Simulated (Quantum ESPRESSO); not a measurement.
# MnH2O2 (Pyrochroite): parallel and opposed starts, part 2 of 2

Aim: find out which collinear order of MnH2O2 (Pyrochroite) costs least.

Quantum ESPRESSO 7.5; PBEsol; plane waves with GBRV 1.5 PBEsol potentials, no spin-orbit coupling.

So far, largest spin moment in the atom's sphere (μB): step 2 (run 1, typed as ferro +) 4.10; step 3 (run 2 (antiferro q=(0,1/2,1/2) +−)) 4.07.

### 4. Run 3 (antiferro q=(0,0,1/2) +−)

This order needs a doubled cell of 10 atoms.

pw.in reads:

```
&CONTROL
  calculation = 'scf'
  prefix = 'pwscf'
  outdir = './tmp'
  pseudo_dir = './pseudo'
  disk_io = 'nowf'
/
&SYSTEM
  ibrav = 0
  nat = 10
  ntyp = 4
  ecutwfc = 40
  ecutrho = 280
  nbnd = 41
  occupations = 'smearing'
  smearing = 'fd'
  degauss = 0.00367493
  nspin = 2
  starting_magnetization(1) = 0.3
  starting_magnetization(2) = -0.3
  starting_magnetization(3) = 0
  starting_magnetization(4) = 0
/
&ELECTRONS
  conv_thr = 2d-08
  electron_maxstep = 150
  mixing_beta = 0.3
/
ATOMIC_SPECIES
Mn1    54.9380 mn_pbesol_v1.5.uspp.F.UPF
Mn2    54.9380 mn_pbesol_v1.5.uspp.F.UPF
H       1.0080 h_pbesol_v1.4.uspp.F.UPF
O      15.9990 o_pbesol_v1.2.uspp.F.UPF
CELL_PARAMETERS angstrom
   3.2500000000    0.0000000000    0.0000000000
  -1.6250000000    2.8145825623    0.0000000000
   0.0000000000    0.0000000000    8.9600000000
ATOMIC_POSITIONS crystal
Mn1     0.0000000000    0.0000000000    0.0000000000
Mn2     0.0000000000    0.0000000000    0.5000000000
H       0.3333333333    0.6666666667    0.2230000000
H       0.3333333333    0.6666666667    0.7230000000
H       0.6666666667    0.3333333333    0.2770000000
H       0.6666666667    0.3333333333    0.7770000000
O       0.3333333333    0.6666666667    0.1130000000
O       0.3333333333    0.6666666667    0.6130000000
O       0.6666666667    0.3333333333    0.3870000000
O       0.6666666667    0.3333333333    0.8870000000
K_POINTS automatic
8 8 2 0 0 0
```

On the command line:

```
$ OMP_NUM_THREADS=1 mpirun -n 4 pw.x -nk 4 -in pw.in > pw.out
```

The program printed:

```text
     [... lines left out ...]
Program PWSCF v.7.5 starts
     [... lines left out ...]
     number of atoms/cell      =           10
     [... lines left out ...]
     number of electrons       =        58.00
     number of Kohn-Sham states=           41
     kinetic-energy cutoff     =      40.0000  Ry
     charge density cutoff     =     280.0000  Ry
     scf convergence threshold =      2.0E-08
     [... lines left out ...]
     12 Sym. Ops., with inversion, found
     [... lines left out ...]
     number of k points=    20  Fermi-Dirac smearing, width (Ry)=  0.0037
     [... lines left out ...]
     iteration # 11     ecut=    40.00 Ry     beta= 0.30
     [... lines left out ...]
     Magnetic moment per site  (integrated on atomic sphere of radius R)
     atom   1 (R=0.271)  charge= 12.4303  magn=  4.1000
     atom   2 (R=0.271)  charge= 12.4303  magn= -4.1000
     atom   3 (R=0.125)  charge=  0.3964  magn=  0.0049
     atom   4 (R=0.125)  charge=  0.3964  magn= -0.0049
     atom   5 (R=0.125)  charge=  0.3964  magn= -0.0049
     atom   6 (R=0.125)  charge=  0.3964  magn=  0.0049
     atom   7 (R=0.125)  charge=  2.0036  magn=  0.0481
     atom   8 (R=0.125)  charge=  2.0036  magn= -0.0481
     atom   9 (R=0.125)  charge=  2.0036  magn= -0.0481
     atom  10 (R=0.125)  charge=  2.0036  magn=  0.0481
     [... lines left out ...]
     the Fermi energy is     9.1007 ev
!    total energy              =    -555.87610317 Ry
     estimated scf accuracy    <          3.0E-09 Ry
     smearing contrib. (-TS)   =      -0.00001966 Ry
     [... lines left out ...]
     total magnetization       =    -0.00 Bohr mag/cell
     absolute magnetization    =     9.88 Bohr mag/cell
     convergence has been achieved in  11 iterations
```

Elapsed: 17 s, on 4 MPI ranks of AMD EPYC 9R14 (Zen 4), shared host; peak memory 0.54 GiB; 69 s of CPU time.

Spin moment in the atom's sphere by atom:

| atom | spin moment in the atom's sphere (μB) |
| --- | --- |
| Mn1 | 4.10 |
| Mn2 | -4.10 |
| H3 | 0.00 |
| H4 | 0.00 |
| H5 | 0.00 |
| H6 | 0.00 |
| O7 | 0.05 |
| O8 | -0.05 |
| O9 | -0.05 |
| O10 | 0.05 |

This step gave:

```
smearing term TS       : 2.67e-4 eV
magnetization          : 0 μB
absolute magnetization : 9.883 μB
final state            : antiferromagnetic
```

### 5. Run 4, typed as no spin polarisation

pw.in reads:

```
&CONTROL
  calculation = 'scf'
  prefix = 'pwscf'
  outdir = './tmp'
  pseudo_dir = './pseudo'
  disk_io = 'nowf'
/
&SYSTEM
  ibrav = 0
  nat = 5
  ntyp = 3
  ecutwfc = 40
  ecutrho = 280
  nbnd = 23
  occupations = 'smearing'
  smearing = 'fd'
  degauss = 0.00367493
/
&ELECTRONS
  conv_thr = 1d-08
  electron_maxstep = 150
  mixing_beta = 0.3
/
ATOMIC_SPECIES
Mn     54.9380 mn_pbesol_v1.5.uspp.F.UPF
H       1.0080 h_pbesol_v1.4.uspp.F.UPF
O      15.9990 o_pbesol_v1.2.uspp.F.UPF
CELL_PARAMETERS angstrom
   3.2500000000    0.0000000000    0.0000000000
  -1.6250000000    2.8145825623    0.0000000000
   0.0000000000    0.0000000000    4.4800000000
ATOMIC_POSITIONS crystal
Mn      0.0000000000    0.0000000000    0.0000000000
H       0.3333333333    0.6666666667    0.4460000000
H       0.6666666667    0.3333333333    0.5540000000
O       0.3333333333    0.6666666667    0.2260000000
O       0.6666666667    0.3333333333    0.7740000000
K_POINTS automatic
8 8 4 0 0 0
```

The program printed:

```text
     [... lines left out ...]
Program PWSCF v.7.5 starts
     [... lines left out ...]
     number of atoms/cell      =            5
     [... lines left out ...]
     number of electrons       =        29.00
     number of Kohn-Sham states=           23
     kinetic-energy cutoff     =      40.0000  Ry
     charge density cutoff     =     280.0000  Ry
     scf convergence threshold =      1.0E-08
     [... lines left out ...]
     12 Sym. Ops., with inversion, found
     [... lines left out ...]
     number of k points=    35  Fermi-Dirac smearing, width (Ry)=  0.0037
     [... lines left out ...]
     iteration # 11     ecut=    40.00 Ry     beta= 0.30
     [... lines left out ...]
     the Fermi energy is     8.6039 ev
!    total energy              =    -277.79634439 Ry
     estimated scf accuracy    <          4.6E-09 Ry
     smearing contrib. (-TS)   =      -0.00601017 Ry
     [... lines left out ...]
     convergence has been achieved in  11 iterations
```

Wall time 4.7 s (4 MPI ranks); peak memory 0.33 GiB; 18 s of CPU time.

Read from the output:

```yaml
smearing_term_ts: 0.08177 eV
final_state: non-magnetic (no spin polarisation)
```

### 6. The states side by side

An order is kept where moments of 0.15 μB or more survive with the typed signs; meshes match where a doubled cell samples the same k points as the first cell.

Orders:

| start | final state | typed order kept | energy over the lowest (meV a seeded atom) | largest site moment (μB) | net moment (μB a cell of the first run) | mesh matched | CPU time (s) |
| --- | --- | --- | --- | --- | --- | --- | --- |
| ferro + | ferromagnetic | yes | 37.42 | 4.104 | 5 | yes | 27.34 |
| antiferro q=(0,1/2,1/2) +- | antiferromagnetic | yes | 0 | 4.069 | 0 | no | 137.6 |
| antiferro q=(0,0,1/2) +- | antiferromagnetic | yes | 32.53 | 4.1 | 0 | yes | 68.68 |
| no spin polarisation | non-magnetic | - | 1961 | 0 | 0 | yes | 17.77 |

### 7. Summary of results

```json
{"lowest state found": "antiferromagnetic (from antiferro q=(0,1/2,1/2) +-)", "largest site moment": "4.07 μB", "next state with moments": "antiferromagnetic, 32.5 meV a seeded atom higher", "state without moments": "1961 meV a seeded atom higher"}
```

In words: Forming the moments gains more than four times the spread of the orders, as local moments do. The k meshes of the cells are not all equivalent, which blurs small differences. This is the lowest of 4 collinear or spinless starts, no proof of the ground state. No Hubbard term acts here. In such compounds local and semilocal functionals without one often delocalise the d electrons, and can shrink or lose moments and miss the size, sign and order of the couplings.

[Logs and program files are shortened in this print: banners, set-up blocks, solver, clock and traceback lines can be left out without a mark of their own.]

[Logs are printed without paths, hosts, clocks, repeated set-up lines and the standing remarks that a program may print on its own settings, such as how far it seeks lower states.]

[Hosts, paths, dates, database ids (printed as entryN), source tags and the programs' standing remarks are cut or masked in the printed files.]

[Where a cell is said to come from a database of computed structures, the database is the Materials Project.]
